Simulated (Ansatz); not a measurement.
# BaPbO3 (Pm-3m): following an unstable mode, part 2 of 3

Wanted: the energy along a soft mode of BaPbO3 (Pm-3m) and the structure at the end.

Ansatz 0.2.0; DFT PBEsol, scalar-relativistic, plane waves, PAW; PAW set soft_1.

So far, highest frequency on the path or at a solved wavevector (cm⁻¹): step 2 (phonons on a q mesh) 660. Also lowest frequency on the path (cm⁻¹): step 2 -163.

### 3. The mode frozen in, largest atomic shift 0 Å

The mode followed lies at q = (-0.5, -0.5, -0.5) with frequency 163.4i cm⁻¹ and is 3-fold degenerate, the softest among the wavevectors solved. At small amplitude the distorted cell has space group no. 167 by a symmetry search on the positions. The undistorted cell that holds it gives the zero of energy on the same k mesh.

System of this step: BaPbO3. It takes space group Pm-3m (No. 221, cubic). The conventional cell has a = 4.281 Å, b = 4.281 Å, c = 4.281 Å, α = 90.00°, β = 90.00°, γ = 90.00°. Nearest to Ba lie 12 O at 3.03 Å. Pb has 6 O at 2.14 Å nearest. Nearest to O lie 2 Pb at 2.14 Å and 4 Ba at 3.03 Å. Farther neighbours and most contacts between anions are not listed.

Contents of input.yaml:

```yaml
crystal:
  lattice:
    - [4.2810684894, 4.2810684894, 0.0]
    - [4.2810684894, 0.0, 4.2810684894]
    - [4.2810684894, 0.0, -4.2810684894]
  atoms:
    - { symbol: Ba, position: [0.5, 0.25, 0.75] }
    - { symbol: Ba, position: [0.5, 0.75, 0.25] }
    - { symbol: Pb, position: [0.0, 0.5, 0.5] }
    - { symbol: Pb, position: [0.0, 0.0, 1.0] }
    - { symbol: O, position: [0.5, 0.75, 0.75] }
    - { symbol: O, position: [0.5, 0.25, 0.25] }
    - { symbol: O, position: [0.0, 0.75, 0.25] }
    - { symbol: O, position: [0.0, 0.25, 0.75] }
    - { symbol: O, position: [0.0, 0.75, 0.75] }
    - { symbol: O, position: [0.0, 0.25, 0.25] }
kpoints:
  mp_grid: { grid: [8, 8, 8] }
hamiltonian:
  xc: pbesol
  pseudopotentials: { kind: paw, azcp: { folder: soft_1 }, xc_functional: pbe }
scf:
  occupations: { method: methfessel_paxton, width: 0.2 }
output:
  forces: true
  stress: true
  eigenvalues: true
```

The run is started by

```console
$ ansatz run input.yaml --threads 4 --pin off --max-ram 10240MiB --backend cpu --events-out ev --progress --plain --runs-dir out
```

Numbers of over 12 decimals in the logs are rounded to 6 here.

The log of the run:

```text
[...]
Crystal: 10 atoms, lattice volume = 156.923 Å³
Basis set: ecut = 420 eV, 3119 PW (Γ), exchange–correlation on 90×90×90 points (8 copies of the dense FFT grid, shifted against one another)
Bands: 52, of which v1, the nominal top of the filled ones, is band 42 counted from 1 (41 counted from 0)
Symmetry: 96 space group operations
[...]
k-points: 29 of 512
[...]
k-point 0: bands = [... 38 lower, 9.0643, 9.0643, 9.0643, 9.1360, 9.1360, 13.8027, 13.8027, 13.9135, ... 6 higher]
  k-point 1: bands = [... 38 lower, 8.8616, 8.8616, 9.0257, 9.0447, 9.0447, 13.9236, 13.9721, 13.9721, ... 6 higher]
  k-point 2: bands = [... 38 lower, 8.5458, 8.9173, 8.9196, 8.9196, 9.6557, 13.6765, 14.4104, 14.4104, ... 6 higher]
  k-point 28: bands = [... 38 lower, 8.4333, 8.4333, 8.6711, 8.6711, 13.0165, 13.0166, 15.7466, 15.7466, ... 6 higher]
[key lines of the parts left out:]
SCF converged after 10 iterations
Free energy (F): -38606.999781 eV
Fermi energy:    9.133089 eV
P = ⅓ Tr σ = 0.0355 GPa (0.355 kbar)
```

The job ended after 4.2 s (4 threads of Arm Neoverse V2, shared host; peak memory 0.63 GiB).

This step gave:

```yaml
pressure: 0.03547 GPa
energy_from_the_undistorted_cell: 0 meV/atom
```

The run ends at a pressure of 0.04 GPa.

### 4. The mode frozen in, largest atomic shift 0.32 Å

The atoms are moved along the unstable eigenvector, the largest shift by 0.32 Å, with the cell fixed.

input.yaml, the sections that differ from step 3:

```yaml
crystal:
  lattice:
    - [4.2810684894, 4.2810684894, 0.0]
    - [4.2810684894, 0.0, 4.2810684894]
    - [4.2810684894, 0.0, -4.2810684894]
  atoms:
    - { symbol: Ba, position: [0.5, 0.25, 0.75] }
    - { symbol: Ba, position: [0.5, 0.75, 0.25] }
    - { symbol: Pb, position: [0.0, 0.5, 0.5] }
    - { symbol: Pb, position: [0.0, 0.0, 1.0] }
    - { symbol: O, position: [0.5, 0.6971453983, 0.75] }
    - { symbol: O, position: [0.5, 0.3028546017, 0.25] }
    - { symbol: O, position: [-0.0528546017, 0.8028546017, 0.3028546017] }
    - { symbol: O, position: [0.0528546017, 0.1971453983, 0.6971453983] }
    - { symbol: O, position: [-0.0528546017, 0.75, 0.8028546017] }
    - { symbol: O, position: [0.0528546017, 0.25, 0.1971453983] }
# kpoints, hamiltonian, scf, output: as in step 3
```

The log of the run:

```text
[...]
Crystal: 10 atoms, lattice volume = 156.923 Å³
Basis set: ecut = 420 eV, 3119 PW (Γ), exchange–correlation on 90×90×90 points (8 copies of the dense FFT grid, shifted against one another)
Bands: 52, of which v1, the nominal top of the filled ones, is band 42 counted from 1 (41 counted from 0)
Symmetry: 12 space group operations
[...]
k-points: 65 of 512
[...]
k-point 0: bands = [... 38 lower, 8.7156, 8.7156, 8.9084, 8.9084, 9.2132, 13.7613, 14.0476, 14.0476, ... 4 higher]
  k-point 1: bands = [... 38 lower, 8.6372, 8.6924, 8.7637, 8.8340, 9.3249, 13.8815, 14.0196, 14.2666, ... 4 higher]
  k-point 2: bands = [... 38 lower, 8.5022, 8.5517, 8.6779, 8.7466, 9.7488, 13.4526, 14.4556, 14.8040, ... 4 higher]
  k-point 64: bands = [... 38 lower, 8.5038, 8.5038, 8.5038, 8.5038, 11.6657, 11.6657, 15.5985, 15.5985, ... 4 higher]
[key lines of the parts left out:]
SCF converged after 9 iterations
Free energy (F): -38607.268462 eV
Fermi energy:    8.973907 eV
P = ⅓ Tr σ = -0.1220 GPa (-1.220 kbar)
```

Run time: 9 s. Hardware: 4 threads; peak memory 0.76 GiB; 34 s of CPU time.

This step gave:

```
pressure                         : -0.1220 GPa
gap on the k-mesh                : 0.2717 eV
energy from the undistorted cell : -27.05 meV/atom
```

The energy, extrapolated to zero smearing, is -27.05 meV/atom against the undistorted cell.

The run ends at a pressure of -0.12 GPa, with forces up to 0.11 eV/Å.

### 5. Energy along the mode, all amplitudes (two of the runs are shown above)

An imaginary frequency means negative curvature, so the energy should fall and then rise again as anharmonic terms take over.

Numbers from this step:

| Property | Result |
| --- | --- |
| depth at the lowest point sampled | 27.05 meV/atom |
| largest atomic shift at that point | 0.32 Å |

Table of energy from the parent by largest atomic shift:

```csv
largest atomic shift (Å),energy from the parent (meV/atom)
0.000,0
0.040,-0.701
0.080,-2.75
0.140,-7.98
0.220,-17.2
0.320,-27.1
0.450,-23.0
0.600,36.9
```

Displacement at unit largest shift by atom:

```csv
atom,x (Å),y (Å),z (Å),size
Ba1,0.000,0.000,0.000,0.000
Ba2,0.000,0.000,0.000,0.000
Pb3,0.000,0.000,0.000,0.000
Pb4,0.000,0.000,0.000,0.000
O5,-0.707,0.000,-0.707,1.000
O6,0.707,0.000,0.707,1.000
O7,0.707,-0.707,0.000,1.000
O8,-0.707,0.707,0.000,1.000
O9,0.000,-0.707,-0.707,1.000
O10,0.000,0.707,0.707,1.000
```

The lowest of the steps tried is at 0.32 Å, 27.1 meV/atom below the parent; the bottom of the well need not coincide with a step.

### 6. Relaxing from the distorted cell

Starting from the lowest point found, all atoms and the cell are let go, so that strain and other modes of the same symmetry can join in.

Edit input.yaml of step 4 so:

```diff
@@ -27 +27,6 @@
   eigenvalues: true
+relax:
+  adjacent_minimum: "off"
+  f_tol: 0.002
+  max_steps: 120
+  cell: { stress_tol: 0.03 }
```

The log of the run:

```text
[...]
Crystal: 10 atoms, lattice volume = 156.923 Å³
Basis set: ecut = 420 eV, 3119 PW (Γ), exchange–correlation on 90×90×90 points (8 copies of the dense FFT grid, shifted against one another)
Bands: 52, of which v1, the nominal top of the filled ones, is band 42 counted from 1 (41 counted from 0)
Symmetry: 12 space group operations
[...]
k-points: 65 of 512
[...]
SCF iter   1: F=—  HF=-38610.615940 eV  |F-HF|=—  |Δ(HF+E_count)|=         —  Δρ=5.90e-2  dr2=8.46e0  ethr=3.10e-3  ⟨swp⟩=14.3  Hψ=20696  notcnv=0
[...]
SCF iter   9: F=-38607.268462 eV  HF=-38607.268462 eV  |F-HF|=3.88e-9  |Δ(HF+E_count)|=   1.60e-7  S|Δr|=    0.00e0  Δρ=2.75e-6  dr2=1.38e-8  ethr=1.19e-10  ⟨swp⟩=19.2  Hψ=24126  notcnv=0
SCF 1 converged in 9 iterations: F = -38607.268462 eV  dr2 = 1.38e-8
[...]
relax step   1: F+E_penalty+E_count = -38607.26846216 eV  Δ(F+E_penalty+E_count) = +0.000e0 eV  max|allowed force component| = 7.535e-2 eV/Å  Δτ_max = 0.0000 Å  P = -0.122 GPa  Ω = 156.923 Å³  (9 SCF iters, dr2 threshold 1.00e-7 eV, accepted)
Crystal: 10 atoms, lattice volume = 155.511 Å³
Basis set: ecut = 420 eV, 3011 PW (Γ), exchange–correlation on 90×90×90 points (8 copies of the dense FFT grid, shifted against one another)
[...]
SCF iter   5: F=-38607.289787 eV  HF=-38607.289787 eV  |F-HF|=1.34e-7  |Δ(HF+E_count)|=   6.49e-6  S|Δr|=    0.00e0  Δρ=2.43e-5  dr2=5.77e-7  ethr=1.19e-9  ⟨swp⟩=10.3  Hψ=22000  notcnv=0
SCF 2 converged in 5 iterations: F = -38607.289787 eV  dr2 = 5.77e-7
[...]
relax step   2: F+E_penalty+E_count = -38607.28978744 eV  Δ(F+E_penalty+E_count) = -2.133e-2 eV  max|allowed force component| = 4.926e-2 eV/Å  Δτ_max = 0.0439 Å  P = +0.729 GPa  Ω = 155.511 Å³  energy of the carried Pulay correction = +2.896e-3 eV  (5 SCF iters, dr2 threshold 1.00e-6 eV, accepted)
Crystal: 10 atoms, lattice volume = 156.926 Å³
Basis set: ecut = 420 eV, 3053 PW (Γ), exchange–correlation on 90×90×90 points (8 copies of the dense FFT grid, shifted against one another)
[...]
SCF iter   5: F=-38607.302482 eV  HF=-38607.302482 eV  |F-HF|=4.15e-7  |Δ(HF+E_count)|=   2.75e-7  S|Δr|=    0.00e0  Δρ=2.11e-5  dr2=5.04e-7  ethr=1.19e-9  ⟨swp⟩=11.4  Hψ=19182  notcnv=0
SCF 3 converged in 5 iterations: F = -38607.302482 eV  dr2 = 5.04e-7
relax step   3: F+E_penalty+E_count = -38607.30248156 eV  Δ(F+E_penalty+E_count) = -1.269e-2 eV  max|allowed force component| = 2.769e-2 eV/Å  Δτ_max = 0.0051 Å  P = -0.254 GPa  Ω = 156.926 Å³  energy of the carried Pulay correction = -5.232e-6 eV  (5 SCF iters, dr2 threshold 1.00e-6 eV, accepted)
[...]
relax step   4: F+E_penalty+E_count = -38607.30557798 eV  Δ(F+E_penalty+E_count) = -3.096e-3 eV  max|allowed force component| = 3.672e-3 eV/Å  Δτ_max = 0.0160 Å  P = +0.110 GPa  Ω = 156.489 Å³  energy of the carried Pulay correction = +8.883e-4 eV  (5 SCF iters, dr2 threshold 4.21e-7 eV, accepted)
[...]
relax step   5: F+E_penalty+E_count = -38607.30538918 eV  Δ(F+E_penalty+E_count) = +1.888e-4 eV  max|allowed force component| = 7.260e-5 eV/Å  Δτ_max = 0.0016 Å  P = +0.001 GPa  Ω = 156.624 Å³  energy of the carried Pulay correction = +6.104e-4 eV  (4 SCF iters, dr2 threshold 5.13e-8 eV, accepted)
[...]
relax step   6: F+E_penalty+E_count = -38607.30571117 eV  Δ(F+E_penalty+E_count) = -3.220e-4 eV  max|allowed force component| = 3.144e-4 eV/Å  Δτ_max = 0.0000 Å  P = +0.001 GPa  Ω = 156.624 Å³  stress off target by 6.86e-2 GPa  SCF on the basis re-selected at this cell (its energy is not comparable with the rows above)  (5 SCF iters)
[...]
relax step   7: F+E_penalty+E_count = -38607.30574138 eV  Δ(F+E_penalty+E_count) = -3.021e-5 eV  max|allowed force component| = 2.537e-8 eV/Å  Δτ_max = 0.0003 Å  P = -0.001 GPa  Ω = 156.620 Å³  energy of the carried Pulay correction = +1.370e-6 eV  (4 SCF iters, dr2 threshold 1.18e-8 eV, accepted)
[...]
SCF iter   4: F=-38607.305793 eV  HF=-38607.305793 eV  |F-HF|=5.09e-11  |Δ(HF+E_count)|=   3.21e-8  S|Δr|=    0.00e0  Δρ=1.78e-7  dr2=2.57e-11  ethr=1.00e-12  ⟨swp⟩=10.2  Hψ=21409  notcnv=0
SCF 8 converged in 4 iterations: F = -38607.305793 eV  dr2 = 2.57e-11
relax step   8: F+E_penalty+E_count = -38607.30579320 eV  Δ(F+E_penalty+E_count) = -5.182e-5 eV  max|allowed force component| = 1.187e-5 eV/Å  Δτ_max = 0.0000 Å  P = -0.001 GPa  Ω = 156.620 Å³  stress off target by 6.57e-3 GPa  SCF on the basis re-selected at this cell (its energy is not comparable with the rows above)  (4 SCF iters)
[...]
SCF converged after 4 iterations
[...]
Free energy (F): -38607.305793 eV
[...]
Internal energy: -38607.329832 eV  (E = F + TS)
E sigma→0 (E₀):  -38607.311803 eV
Entropy (-TS):   0.024039 eV (2.404 meV/atom)
Fermi energy:    8.978892 eV
[...]
--- Forces (eV/Å), atoms counted from 1 ---
  atom   1  Ba     0.00000000    -0.00000000    -0.00000000
  atom   2  Ba    -0.00000000     0.00000000     0.00000000
  atom   3  Pb    -0.00000000    -0.00000000     0.00000000
  atom   4  Pb    -0.00000000     0.00000000    -0.00000000
  atom   5  O      0.00001187    -0.00000000     0.00001187
  atom   6  O     -0.00001187     0.00000000    -0.00001187
  atom   7  O     -0.00001187     0.00001187    -0.00000000
  atom   8  O      0.00001187    -0.00001187     0.00000000
  atom   9  O     -0.00000000     0.00001187     0.00001187
  atom  10  O      0.00000000    -0.00001187    -0.00001187
  max |Σ_I F_I| component: 1.04e-17 eV/Å
--- Stress (GPa, compression-positive) ---
       -0.001211      -0.002681       0.002681
       -0.002681      -0.001211       0.002681
        0.002681       0.002681      -0.001211
  P = ⅓ Tr σ = -0.0012 GPa (-0.012 kbar)
--- Band table (eV; the first three rows and the last of 65) ---
  k-point 0: bands = [... 38 lower, 8.5698, 8.5698, 8.8875, 8.8875, 9.2888, 13.5405, 14.2195, 14.2195, ... 6 higher]
  k-point 1: bands = [... 38 lower, 8.5489, 8.5580, 8.7647, 8.8268, 9.4123, 13.6940, 14.0783, 14.4243, ... 6 higher]
  k-point 2: bands = [... 38 lower, 8.4968, 8.5794, 8.6189, 8.7494, 9.8018, 13.3664, 14.3204, 14.9408, ... 6 higher]
  k-point 64: bands = [... 38 lower, 8.4288, 8.4288, 8.4288, 8.4288, 11.6052, 11.6052, 15.6869, 15.6869, ... 6 higher]
--- Relaxed structure (6 steps of the walk, 6 accepted, 2 SCFs on fresh bases) ---
  F+E_penalty+E_count = -38607.30579320 eV   max|allowed force component| = 1.187e-5 eV/Å   (the final SCF, on the basis selected at the relaxed cell)
  cell:  # Å, volume = 156.6202 Å³
    - [4.245854, 4.245854, 0.065422]
    - [4.311276, 6.938893903907228e-18, 4.311276]
    - [4.245854, -0.065422, -4.245854]
  atoms:
    - { symbol: Ba, position: [0.500000, 0.250000, 0.750000] }
    - { symbol: Ba, position: [0.5, 0.750000, 0.250000] }
    - { symbol: Pb, position: [-9.622294280808852e-19, 0.500000, 0.500000] }
    - { symbol: Pb, position: [0.0, 0.0, 1.0] }
    - { symbol: O, position: [0.500000, 0.686606, 0.750000] }
    - { symbol: O, position: [0.500000, 0.313394, 0.250000] }
    - { symbol: O, position: [-0.063394, 0.813394, 0.313394] }
    - { symbol: O, position: [0.063394, 0.186606, 0.686606] }
    - { symbol: O, position: [-0.063394, 0.750000, 0.813394] }
    - { symbol: O, position: [0.063394, 0.250000, 0.186606] }
```

Wall time 59 s (4 threads); peak memory 0.8 GiB; 3.8 min of CPU time.

Relaxation path:

```csv
step,energy less that of the first step (eV),largest force component (eV/Å),pressure (GPa),volume (Å³)
1,0.0000,0.0753,-0.12,156.92
2,-0.0213,0.0493,0.73,155.51
3,-0.0340,0.0277,-0.25,156.93
4,-0.0371,0.0037,0.11,156.49
5,-0.0369,0.0001,0.00,156.62
6*,-0.0372,0.0003,0.00,156.62
7,-0.0373,0.0000,0.00,156.62
8*,-0.0373,0.0000,0.00,156.62
```

Relaxation steps marked * repeat the geometry before them on a plane-wave basis chosen anew for their cell, so energy and pressure can jump there.

Forces are held to the 12 operations that the run works with; a distortion that breaks them can't arise in this run.

```csv
"conventional cell, symmetrised",before,after,change
a (Å),6.054,6.097,+0.7 %
b (Å),6.054,6.097,+0.7 %
c (Å),14.830,14.595,-1.6 %
volume (Å³/atom),15.69,15.66,-0.2 %
```

The atoms that moved most (Å, as changes of fractional coordinates times the final cell):

```csv
atom,dx,dy,dz,length
O5,-0.045,0.000,-0.045,0.064
O7,0.045,-0.045,0.000,0.064
O6,0.045,0.000,0.045,0.064
O10,0.000,0.045,0.045,0.064
O9,0.000,-0.045,-0.045,0.064
O8,-0.045,0.045,0.000,0.064
```

Final coordinates:

```cif
data_structure
_symmetry_space_group_name_H-M 'P 1'
_symmetry_Int_Tables_number 1
_cell_length_a 6.0049
_cell_length_b 6.0971
_cell_length_c 6.0049
_cell_angle_alpha 90.000
_cell_angle_beta 61.018
_cell_angle_gamma 59.491
_cell_volume 156.62
loop_
_atom_site_label
_atom_site_type_symbol
_atom_site_fract_x
_atom_site_fract_y
_atom_site_fract_z
_atom_site_occupancy
Ba1 Ba 0.50000 0.25000 0.75000 1
Ba2 Ba 0.50000 0.75000 0.25000 1
Pb3 Pb 0.00000 0.50000 0.50000 1
Pb4 Pb 0.00000 0.00000 0.00000 1
O5 O 0.50000 0.68661 0.75000 1
O6 O 0.50000 0.31339 0.25000 1
O7 O 0.93661 0.81339 0.31339 1
O8 O 0.06339 0.18661 0.68661 1
O9 O 0.93661 0.75000 0.81339 1
O10 O 0.06339 0.25000 0.18661 1
```

Numbers from this step:

- pressure: -0.001211 GPa
- volume per atom: 15.66 Å³
- gap on the k-mesh: 0.3280 eV

The distorted start has space group R-3c; the relaxation ends in R-3c.

### 7. The new phase in its own primitive cell

The relaxed structure is symmetrised, reduced to its primitive cell and relaxed tightly, as its phonons need.

Contents of input.yaml:

```yaml
crystal:
  lattice:
    - [3.0485322117, 1.760070893, 4.8649179392]
    - [-3.0485322117, 1.760070893, 4.8649179392]
    - [0.0, -3.5201417861, 4.8649179392]
  atoms:
    - { symbol: Ba, position: [0.75, 0.75, 0.75] }
    - { symbol: Ba, position: [0.25, 0.25, 0.25] }
    - { symbol: Pb, position: [0.0, 0.0, 0.0] }
    - { symbol: Pb, position: [0.5, 0.5, 0.5] }
    - { symbol: O, position: [0.186606256, 0.75, 0.313393744] }
    - { symbol: O, position: [0.813393744, 0.25, 0.686606256] }
    - { symbol: O, position: [0.313393744, 0.186606256, 0.75] }
    - { symbol: O, position: [0.686606256, 0.813393744, 0.25] }
    - { symbol: O, position: [0.25, 0.686606256, 0.813393744] }
    - { symbol: O, position: [0.75, 0.313393744, 0.186606256] }
kpoints:
  mp_grid: { grid: [9, 9, 9] }
hamiltonian:
  xc: pbesol
  pseudopotentials: { kind: paw, azcp: { folder: soft_1 }, xc_functional: pbe }
scf:
  occupations: { method: fixed }
output:
  forces: true
  stress: true
  eigenvalues: true
relax:
  adjacent_minimum: "off"
  f_tol: 0.001
  max_steps: 60
  cell: { stress_tol: 0.01 }
```

The log of the run:

```text
[...]
Crystal: 10 atoms, lattice volume = 156.620 Å³
Basis set: ecut = 420 eV, 3053 PW (Γ), exchange–correlation on 90×90×90 points (8 copies of the dense FFT grid, shifted against one another)
Bands: 52, of which v1, the nominal top of the filled ones, is band 42 counted from 1 (41 counted from 0)
Symmetry: 12 space group operations
[...]
k-points: 85 of 729
[...]
- { symbol: Pb, position: [0, 0, 0] }
    - { symbol: Pb, position: [0.500000, 0.500000, 0.500000] }
    - { symbol: O, position: [0.186630, 0.75, 0.313370] }
    - { symbol: O, position: [0.813370, 0.25, 0.686630] }
    - { symbol: O, position: [0.313370, 0.186630, 0.75] }
    - { symbol: O, position: [0.686630, 0.813370, 0.25] }
    - { symbol: O, position: [0.250000, 0.686630, 0.813370] }
    - { symbol: O, position: [0.750000, 0.313370, 0.186630] }
[key lines of the parts left out:]
SCF converged after 5 iterations
Free energy (F): -38607.314263 eV
Fermi energy:    8.952006 eV
P = ⅓ Tr σ = 0.0014 GPa (0.014 kbar)
```

Wall time 42 s (4 threads); peak memory 0.86 GiB.

Little changed from the start: no atom moved by 0.005 Å and no cell edge by 0.1 %.

Numbers from this step:

* pressure: 0.001351 GPa
* gap on the k-mesh: 0.3336 eV
* volume per atom: 15.67 Å³
* direct gap on mesh: 0.4004 eV

The largest force component left is 0.081 meV/Å and the pressure is 0.001 GPa, within the tolerances set. The cell now holds 15.67 Å³/atom.

[end of part 2 of 3]

[Logs are printed without paths, hosts, clocks, repeated set-up lines and the standing remarks that a program may print on its own settings, such as how far it seeks lower states.]

[Hosts, paths, dates, database ids (printed as entryN), source tags and the programs' standing remarks are cut or masked in the printed files.]
